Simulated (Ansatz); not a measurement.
## How fast states decay through Sc2ZnTe4

A new crystal, Sc2ZnTe4: structure, gap and complex bands. It is built by putting Sc for Al in the Al2ZnTe4 structure of space group I-4, with the volume rescaled by atomic radii. The parent structure comes from the Materials Project.

Program: Ansatz 0.2.0. Level of theory: PBE DFT, plane waves, PAW files, in the first sound run; inputs show where later runs differ. Results are calculated unless marked as measured.

Report form: the programs' logs are mostly left out.

The structure was built from a prototype and need not be the compound's stable phase.

## 1. The structure

Symmetry: I-4, No. 82, tetragonal system. The conventional cell has a = 6.421 Å, b = 6.421 Å, c = 12.672 Å, α = 90.00°, β = 90.00°, γ = 90.00°. Nearest to Sc lie 4 Te at 2.81 Å. Nearest to Sc lie 4 Te at 2.80 Å. Nearest to Zn lie 4 Te at 2.84 Å. Te has 2 Sc at 2.80 to 2.81 Å and 1 Zn at 2.84 Å nearest. It derives from Al2ZnTe4. Sc for Al in the Al2ZnTe4 structure of space group I-4. Farther neighbours and most contacts between anions are not listed.

## 2. Relaxing the new crystal

The substituted atoms don't fit the parent's cell, so cell and atoms relax together. A small smearing keeps the run stable in case the gap closes on the way.

The input, input.yaml:

```yaml
crystal:
  lattice:
    - [-3.2104818413, 3.2104818413, 6.3358089879]
    - [3.2104818413, -3.2104818413, 6.3358089879]
    - [3.2104818413, 3.2104818413, -6.3358089879]
  atoms:
    - { symbol: Sc, position: [0.25, 0.75, 0.5] }
    - { symbol: Sc, position: [0.5, 0.5, 0.0] }
    - { symbol: Zn, position: [0.0, 0.0, 0.0] }
    - { symbol: Te, position: [0.62731476, 0.13188442, 0.02299641] }
    - { symbol: Te, position: [0.39568165, 0.37268524, 0.50456966] }
    - { symbol: Te, position: [0.86811558, 0.89111199, 0.49543034] }
    - { symbol: Te, position: [0.10888801, 0.60431835, 0.97700359] }
kpoints:
  mp_grid: { grid: [6, 6, 6] }
scf:
  occupations: { method: gaussian, width: 0.03 }
hamiltonian:
  xc: pbe
output:
  forces: true
  stress: true
relax:
  f_tol: 0.02
  max_steps: 60
  cell: {}
```

Started as:

```bash
> ansatz run input.yaml --threads 2 --pin off --max-ram 4096MiB --backend cpu --events-out ev --progress --plain --runs-dir out
```

Wall time 1.9 min (2 threads of Intel Xeon Platinum 8488C (Sapphire Rapids), shared host); peak memory 0.86 GiB.

Step by step:

| step | energy less that of the first step (eV) | largest force component (eV/Å) | pressure (GPa) | volume (Å³) |
| --- | --- | --- | --- | --- |
| 1 | 0.0000 | 0.3100 | -1.06 | 261.22 |
| 2 | -0.1324 | 0.1753 | 0.04 | 252.98 |
| 3 | -0.1495 | 0.0698 | 0.10 | 251.74 |
| 4 | -0.1515 | 0.0044 | -0.01 | 252.12 |
| 5 | -0.1517 | 0.0031 | 0.00 | 252.16 |
| 6 | -0.1518 | 0.0024 | 0.00 | 252.19 |
| 7* | -0.1505 | 0.0023 | 0.00 | 252.19 |

Relaxation steps marked * repeat the geometry before them on a plane-wave basis chosen anew for their cell, so energy and pressure can jump there.

Forces are held to the 4 operations that the run works with; a distortion that breaks them can't arise in this run.

| conventional cell, symmetrised | before | after | change |
| --- | --- | --- | --- |
| a (Å) | 6.421 | 6.304 | -1.8 % |
| b (Å) | 6.421 | 6.304 | -1.8 % |
| c (Å) | 12.672 | 12.691 | +0.2 % |
| volume (Å³/atom) | 37.32 | 36.03 | -3.5 % |

The atoms that moved most (Å, as changes of fractional coordinates times the final cell):

| atom | dx | dy | dz | length |
| --- | --- | --- | --- | --- |
| Te6 | 0.065 | 0.062 | -0.059 | 0.107 |
| Te4 | -0.062 | 0.065 | 0.059 | 0.107 |
| Te7 | 0.062 | -0.065 | 0.059 | 0.107 |
| Te5 | -0.065 | -0.062 | -0.059 | 0.107 |

This step gave:

```yaml
free_energy: -35515.9678 eV
fermi_energy: 5.796 eV
pressure: 0.003817 GPa
```

The largest force component on a free atom ends at 0.0023 eV/Å.

## 3. The bulk crystal and its band edges

The energy window and the wavevectors of the next steps follow from the band edges, so these are searched first, off the mesh as well.

The input, input.yaml:

```yaml
crystal:
  lattice:
    - [-3.1521240234, 3.1521240234, 6.3453902027]
    - [3.1521240234, -3.1521240234, 6.3453902027]
    - [3.1521240234, 3.1521240234, -6.3453902027]
  atoms:
    - { symbol: Sc, position: [0.25, 0.75, 0.5] }
    - { symbol: Sc, position: [0.5, 0.5, 0.0] }
    - { symbol: Zn, position: [0.0, 0.0, 0.0] }
    - { symbol: Te, position: [0.6422582521, 0.1267352311, 0.0234686499] }
    - { symbol: Te, position: [0.3812103978, 0.3577417479, 0.484476979] }
    - { symbol: Te, position: [0.8732647689, 0.8967334188, 0.515523021] }
    - { symbol: Te, position: [0.1032665812, 0.6187896022, 0.9765313501] }
kpoints:
  mp_grid: { grid: [6, 6, 6] }
  band_path: { path: [VBM, CBM], npoints: 30 }
scf:
  occupations: { method: fixed }
hamiltonian:
  xc: pbe
output:
  eigenvalues: true
  write_potential: true
  write_density: true
  volumetric_format: npy
  elf: true
```

It took 62 s on 2 threads; peak memory 0.87 GiB.

This step gave:

- free energy: -35515.9679 eV
- Fermi energy: 5.174 eV
- gap on the k-mesh: 1.243 eV
- gap on path: 1.243 eV, by band count; negative where bands overlap
- direct gap on path: 1.496 eV
- edge places on path: 0, 0.8613 1/A along the path

The electronic bands at the labelled points (eV, zero at the Fermi level (highest filled level under fixed occupations); v1 is the highest filled band, c1 the lowest empty one):

| point | v4 | v3 | v2 | v1 | c1 | c2 | c3 | c4 |
| --- | --- | --- | --- | --- | --- | --- | --- | --- |
| VBM | -0.60 | -0.34 | -0.34 | 0.00 | 1.87 | 2.03 | 2.15 | 2.29 |
| halfway | -0.83 | -0.52 | -0.29 | -0.19 | 1.73 | 1.99 | 2.15 | 2.20 |
| CBM | -0.89 | -0.51 | -0.25 | -0.25 | 1.24 | 1.98 | 2.04 | 2.06 |

Valence density in the ac plane of the conventional cell at fractional y = 0.000, with atoms of Sc and Zn within 0.2 Å of it. It is the smooth field of the valence electrons, not physical close to the nuclei.

Ten steps, logarithmic in the rise over the least value, from '_' (0 e/Å³) to '@' (25 e/Å³), each cell a mean:
```
%%++::..______________________..--##
::....________________________....::
____________________________________
____________________________________
____________________________________
____________________________________
____________________________________
____________________________________
____________________________________
____________________________________
==--..________________________..::==
##**--..______________________::++**
**++--________________________..==**
--::..__________________________..::
____________________________________
____________________________________
____________..::====--..____________
____________::++**##**--____________
____________..==****++--____________
______________..::--::..____________
____________________________________
..__________________________________
==::..________________________..::--
@@**::..______________________..==%%
```
Columns run along a (6.3 Å), rows up along c (12.7 Å), edges of the conventional cell, whose origin can differ from the input's. Atoms in or near the plane, at fractional coordinates: Sc at (0.50, 0.25), Sc at (0.00, 0.50), Zn at (0.00, 0.00).

Electrostatic potential energy in the ac plane of the conventional cell at fractional y = 0.000, with atoms of Sc and Zn within 0.2 Å of it. With pseudopotentials it is smooth inside the atoms' cores, unlike the true potential.

Values in eV, 13 rows by 16 columns, each cell a mean:
```
-23 -14   1   7   9  10  10  11  11  10  10   9   8   5  -8 -20
  8   8   8   8   8   8  10  10  10  10   9   8   8   8   8   8
 10  10  10   9   9  10  10  11  11  11  10  10   9  10  10  10
 10  10  10  10  10  10  11  11  11  11  11  10  10  10  10  10
  8   8   9   9   9   9  10  10  11  10   9   9   9   9   8   8
-14  -7   2   6   8   9  10  10  10  10  10   9   7   4  -3 -12
-37 -31  -9   4   8  10  10  11  11  11  10   9   6  -2 -22 -36
 -6  -2   4   7   9   9  10  10  10  10  10   9   8   6   1  -5
  9   9   9   9   8   6   2  -2  -3   0   5   7   8   9   9   9
 10  10  10   9   6  -2 -21 -35 -36 -30  -9   4   8   9  10  10
 10  10   9   9   7   3  -5 -15 -17 -10   1   6   8   9  10  10
  6   7   8   8   9   9   9   8   8   8   9   9   8   8   8   6
-29 -20  -2   7   9  10  10  11  11  11  10  10   8   4 -12 -27
```
Columns run along a (6.3 Å; values clipped at the 3rd and 97th percentile), rows up along c (12.7 Å), edges of the conventional cell, whose origin can differ from the input's. Atoms in or near the plane, at fractional coordinates: Sc at (0.50, 0.25), Sc at (0.00, 0.50), Zn at (0.00, 0.00).

ELF in the ac plane of the conventional cell at fractional y = 0.000, with atoms of Sc and Zn within 0.2 Å of it. It is the smooth field of the valence electrons, not physical close to the nuclei.

Values, 13 rows by 16 columns, each cell a mean:
```
0.09 0.14 0.22 0.30 0.31 0.23 0.12 0.04 0.03 0.09 0.20 0.29 0.32 0.26 0.18 0.10
0.15 0.25 0.45 0.62 0.67 0.63 0.41 0.12 0.07 0.27 0.57 0.67 0.65 0.53 0.33 0.18
0.04 0.10 0.25 0.38 0.42 0.38 0.22 0.07 0.04 0.13 0.32 0.42 0.41 0.31 0.16 0.05
0.02 0.05 0.10 0.15 0.17 0.15 0.09 0.03 0.02 0.06 0.13 0.16 0.15 0.11 0.06 0.03
0.07 0.19 0.46 0.62 0.66 0.61 0.38 0.12 0.07 0.25 0.54 0.66 0.65 0.55 0.30 0.10
0.36 0.29 0.24 0.43 0.55 0.47 0.26 0.08 0.05 0.17 0.40 0.53 0.50 0.30 0.26 0.35
0.40 0.67 0.30 0.07 0.14 0.13 0.07 0.03 0.02 0.05 0.11 0.16 0.11 0.13 0.59 0.54
0.25 0.21 0.26 0.47 0.57 0.51 0.31 0.12 0.09 0.22 0.44 0.56 0.54 0.34 0.21 0.24
0.07 0.17 0.36 0.50 0.52 0.39 0.24 0.21 0.21 0.20 0.30 0.49 0.53 0.43 0.25 0.09
0.02 0.04 0.09 0.13 0.10 0.12 0.56 0.55 0.43 0.65 0.27 0.07 0.12 0.11 0.06 0.03
0.04 0.12 0.28 0.42 0.41 0.25 0.28 0.39 0.39 0.34 0.23 0.35 0.43 0.35 0.18 0.06
0.16 0.23 0.38 0.51 0.55 0.51 0.32 0.13 0.10 0.22 0.44 0.55 0.54 0.44 0.29 0.18
0.06 0.11 0.19 0.24 0.21 0.14 0.08 0.04 0.04 0.06 0.12 0.19 0.24 0.21 0.15 0.07
```
Columns run along a (6.3 Å), rows up along c (12.7 Å), edges of the conventional cell, whose origin can differ from the input's. Atoms in or near the plane, at fractional coordinates: Sc at (0.50, 0.25), Sc at (0.00, 0.50), Zn at (0.00, 0.00).

The searched edges give 1.24 eV, as on the mesh.

## 4. Decaying states in the gap

This step: PBE DFT, plane waves, PAW files; complex bands by layer matching along the plane's normal (Ansatz 0.2.0).

The same crystal is laid in a cell whose first two vectors span the (001) plane (indices of the standard conventional cell, whose axes can be ordered otherwise than in the bulk input). At fixed energy and wavevector in the plane the solver finds all kz, real and complex. A few wavevectors are listed, (0, 0) and (-0.5, -0.5) in units of the plane's reciprocal vectors; the slowest state needn't be among them.

The input, input.yaml:

```yaml
crystal:
  lattice:
    - [6.304248047, 0.0, 0.0]
    - [0.0, 6.304248047, 0.0]
    - [3.152124023, 3.152124023, 6.345390203]
  atoms:
    - { symbol: Sc, position: [0.25, 0.75, 0.5] }
    - { symbol: Sc, position: [0.5, 0.5, 0.0] }
    - { symbol: Zn, position: [0.0, 0.0, 0.0] }
    - { symbol: Te, position: [0.3812103978, 0.8967334188, 0.7455248333] }
    - { symbol: Te, position: [0.1032665812, 0.1267352311, 0.2544751667] }
    - { symbol: Te, position: [0.6422582521, 0.6187896022, 0.2544751667] }
    - { symbol: Te, position: [0.8732647689, 0.3577417479, 0.7455248333] }
kpoints:
  mp_grid: { grid: [4, 4, 4] }
scf:
  occupations: { method: fixed }
hamiltonian:
  xc: pbe
output:
  eigenvalues: true
  transmission:
    leads: [[0, 0]]
    kpoints: [[0.0, 0.0], [-0.5, -0.5]]
    e_range: [-1.0, 2.24]
    de: 0.08
```

The job ended after 1.7 min (2 threads; peak memory 1.3 GiB).

This step gave:

```
free energy                                               : -35515.9678 eV
level to which the leads are filled                       : 0.6216 eV from the Fermi level
decay constant at the filling level, zone centre          : 0.2825 Å⁻¹
decay constant at the filling level, slowest listed point : 0.2825 Å⁻¹
```

K parallel (0, 0); values up to 1.5 1/Å, a degenerate pair printed once or twice; energies at which all values exceed this have no row. Im kz of the slowest decaying states against energy, zero at the highest filled level on the SCF mesh:

| energy (eV) | decay 1 (Å⁻¹) | decay 2 (Å⁻¹) | decay 3 (Å⁻¹) | decay 4 (Å⁻¹) |
| --- | --- | --- | --- | --- |
| -1.00 | 0.0811 | 0.205 | 0.531 | 0.531 |
| -0.84 | 0.0938 | 0.233 | 0.246 | 0.602 |
| -0.76 | 0.0833 | 0.243 | 0.340 | 0.597 |
| -0.60 | 0.257 | 0.531 | 0.585 | 0.854 |
| -0.52 | 0.262 | 0.517 | 0.580 | 0.839 |
| -0.36 | 0.0811 | 0.168 | 0.266 | 0.364 |
| -0.20 | 0.160 | 0.199 | 0.199 | 0.248 |
| -0.12 | 0.184 | 0.259 | 0.267 | 0.552 |
| -0.04 | 0.203 | 0.268 | 0.301 | 0.546 |
| 0.04 | 0.219 | 0.275 | 0.321 | 0.541 |
| 0.12 | 0.232 | 0.281 | 0.335 | 0.537 |
| 0.28 | 0.254 | 0.289 | 0.352 | 0.53 |
| 0.44 | 0.270 | 0.293 | 0.360 | 0.537 |
| 0.52 | 0.277 | 0.293 | 0.362 | 0.545 |
| 0.68 | 0.287 | 0.291 | 0.363 | 0.511 |
| 0.76 | 0.288 | 0.292 | 0.362 | 0.492 |
| 0.92 | 0.243 | 0.301 | 0.311 | 0.357 |
| 1.08 | 0.194 | 0.316 | 0.318 | 0.349 |
| 1.16 | 0.152 | 0.319 | 0.328 | 0.344 |
| 1.32 | 0.273 | 0.316 | 0.331 | 0.346 |
| 1.40 | 0.261 | 0.313 | 0.323 | 0.349 |
| 1.56 | 0.0446 | 0.265 | 0.302 | 0.303 |
| 1.72 | 0.246 | 0.273 | 0.282 | 0.349 |
| 1.80 | 0.226 | 0.253 | 0.266 | 0.348 |
| 1.96 | 0.118 | 0.188 | 0.226 | 0.345 |
| 2.04 | 0.0289 | 0.0918 | 0.105 | 0.216 |
| 2.20 | 0.112 | 0.157 | 0.225 | 0.342 |

K parallel (-0.5, -0.5); values up to 1.5 1/Å, a degenerate pair printed once or twice; energies at which all values exceed this have no row. Im kz of the slowest decaying states against energy, zero at the highest filled level on the SCF mesh:

| energy (eV) | decay 1 (Å⁻¹) | decay 2 (Å⁻¹) | decay 3 (Å⁻¹) | decay 4 (Å⁻¹) |
| --- | --- | --- | --- | --- |
| -1.00 | 0.0506 | 0.106 | 0.631 | 0.881 |
| -0.84 | 0.106 | 0.106 | 0.524 | 0.829 |
| -0.76 | 0.0624 | 0.207 | 0.552 | 0.765 |
| -0.60 | 0.0406 | 0.0407 | 0.411 | 0.486 |
| -0.52 | 0.261 | 0.277 | 0.376 | 0.635 |
| -0.36 | 0.560 | 0.642 | 0.804 | 0.804 |
| -0.20 | 0.191 | 0.294 | 0.565 | 0.602 |
| -0.12 | 0.229 | 0.384 | 0.476 | 0.476 |
| -0.04 | 0.191 | 0.259 | 0.610 | 0.617 |
| 0.04 | 0.193 | 0.284 | 0.620 | 0.683 |
| 0.12 | 0.261 | 0.307 | 0.620 | 0.688 |
| 0.28 | 0.321 | 0.347 | 0.614 | 0.614 |
| 0.44 | 0.365 | 0.384 | 0.600 | 0.6 |
| 0.52 | 0.386 | 0.386 | 0.403 | 0.590 |
| 0.68 | 0.441 | 0.448 | 0.557 | 0.624 |
| 0.76 | 0.486 | 0.486 | 0.493 | 0.516 |
| 0.92 | 0.506 | 0.506 | 0.534 | 0.534 |
| 1.08 | 0.409 | 0.506 | 0.590 | 0.603 |
| 1.16 | 0.376 | 0.504 | 0.589 | 0.612 |
| 1.32 | 0.318 | 0.497 | 0.581 | 0.613 |
| 1.40 | 0.289 | 0.492 | 0.574 | 0.594 |
| 1.56 | 0.222 | 0.475 | 0.557 | 0.558 |
| 1.72 | 0.104 | 0.394 | 0.498 | 0.524 |
| 1.80 | 0.352 | 0.499 | 0.509 | 0.527 |
| 1.96 | 0.0892 | 0.216 | 0.481 | 0.487 |
| 2.04 | 0.0904 | 0.0904 | 0.0921 | 0.465 |
| 2.20 | 0.205 | 0.415 | 0.432 | 0.450 |

At the listed wavevectors the last open channel is at -0.28 eV and the next at +1.32 eV on the grid, wider than the gap, since narrow bands can fall between grid energies. At +0.60 eV, the grid energy nearest the filling level (the middle of the gap on the SCF mesh), the slowest state at the listed wavevectors decays with κ = 0.282 Å⁻¹, its amplitude falling by e over 3.5 Å. Through 1 nm of this crystal that state's transmission falls by exp(−2 × 0.282 Å⁻¹ × 10 Å) = 0.0035.

## 5. Decay over the two-dimensional zone

The listed points could miss the slowest state, so one energy near mid-gap is solved on a mesh of 6×6.

input.yaml, as its differences from that of step 4:

```diff
@@ -21,6 +21,2 @@
   eigenvalues: true
-  transmission:
-    leads: [[0, 0]]
-    kpoints: [[0.0, 0.0], [-0.5, -0.5]]
-    e_range: [-1.0, 2.24]
-    de: 0.08
+  transmission: { leads: [[0, 0]], kmesh: [6, 6], e_range: [0.62, 0.63], de: 0.05 }
```

It took 75 s on 2 threads; peak memory 1.6 GiB; 2.5 min of CPU time.

This step gave:

```
least decay constant on the mesh : 0.2838 Å⁻¹
```

Slowest decay constant (1/Å; 0 where a channel is open) over k1 and k2. At 0.6200 eV from the Fermi level.

Ten even steps from '_' (0.284) to '@' (0.445):
```
@@##%%..@@##
**@@==__==%%
==..______..
**%%==__==@@
@@##@@..%%##
%%@@**==**@@
```
Columns: k1 (b1) from -0.5 to 0.333; rows upwards: k2 (b2) from -0.5 to 0.333.

The least value on the mesh is 0.284 Å⁻¹ at +0.62 eV. At that energy the listed points give about 0.284 Å⁻¹ by interpolation, so the mesh holds no clearly slower state.

## 6. What came out

- band gap: 1.24 eV
- least decay constant at mid-gap, normal to (001): 0.282 Å⁻¹
- least decay constant on a mesh, normal to (001): 0.284 Å⁻¹

In words: With PBE, the slowest decay at the wavevectors tried is κ = 0.282 Å⁻¹, normal to (001). Through such a film the transmission near mid-gap falls as exp(−2κd), a factor of ten every 4.1 Å. A free electron under a barrier of half the gap would need a mass of 0.49 mₑ to decay at this rate. The compound is made up by substitution; its stability against other phases and against distortions of the cell's symmetry was not tested. A semilocal functional narrows gaps, while spin-orbit coupling, left out here, narrows them in compounds of heavy elements, so the error in κ can go either way.

[Logs are printed without paths, hosts, clocks, repeated set-up lines and the standing remarks that a program may print on its own settings, such as how far it seeks lower states.]

[Hosts, paths, dates, database ids (printed as entryN), source tags and the programs' standing remarks are cut or masked in the printed files.]
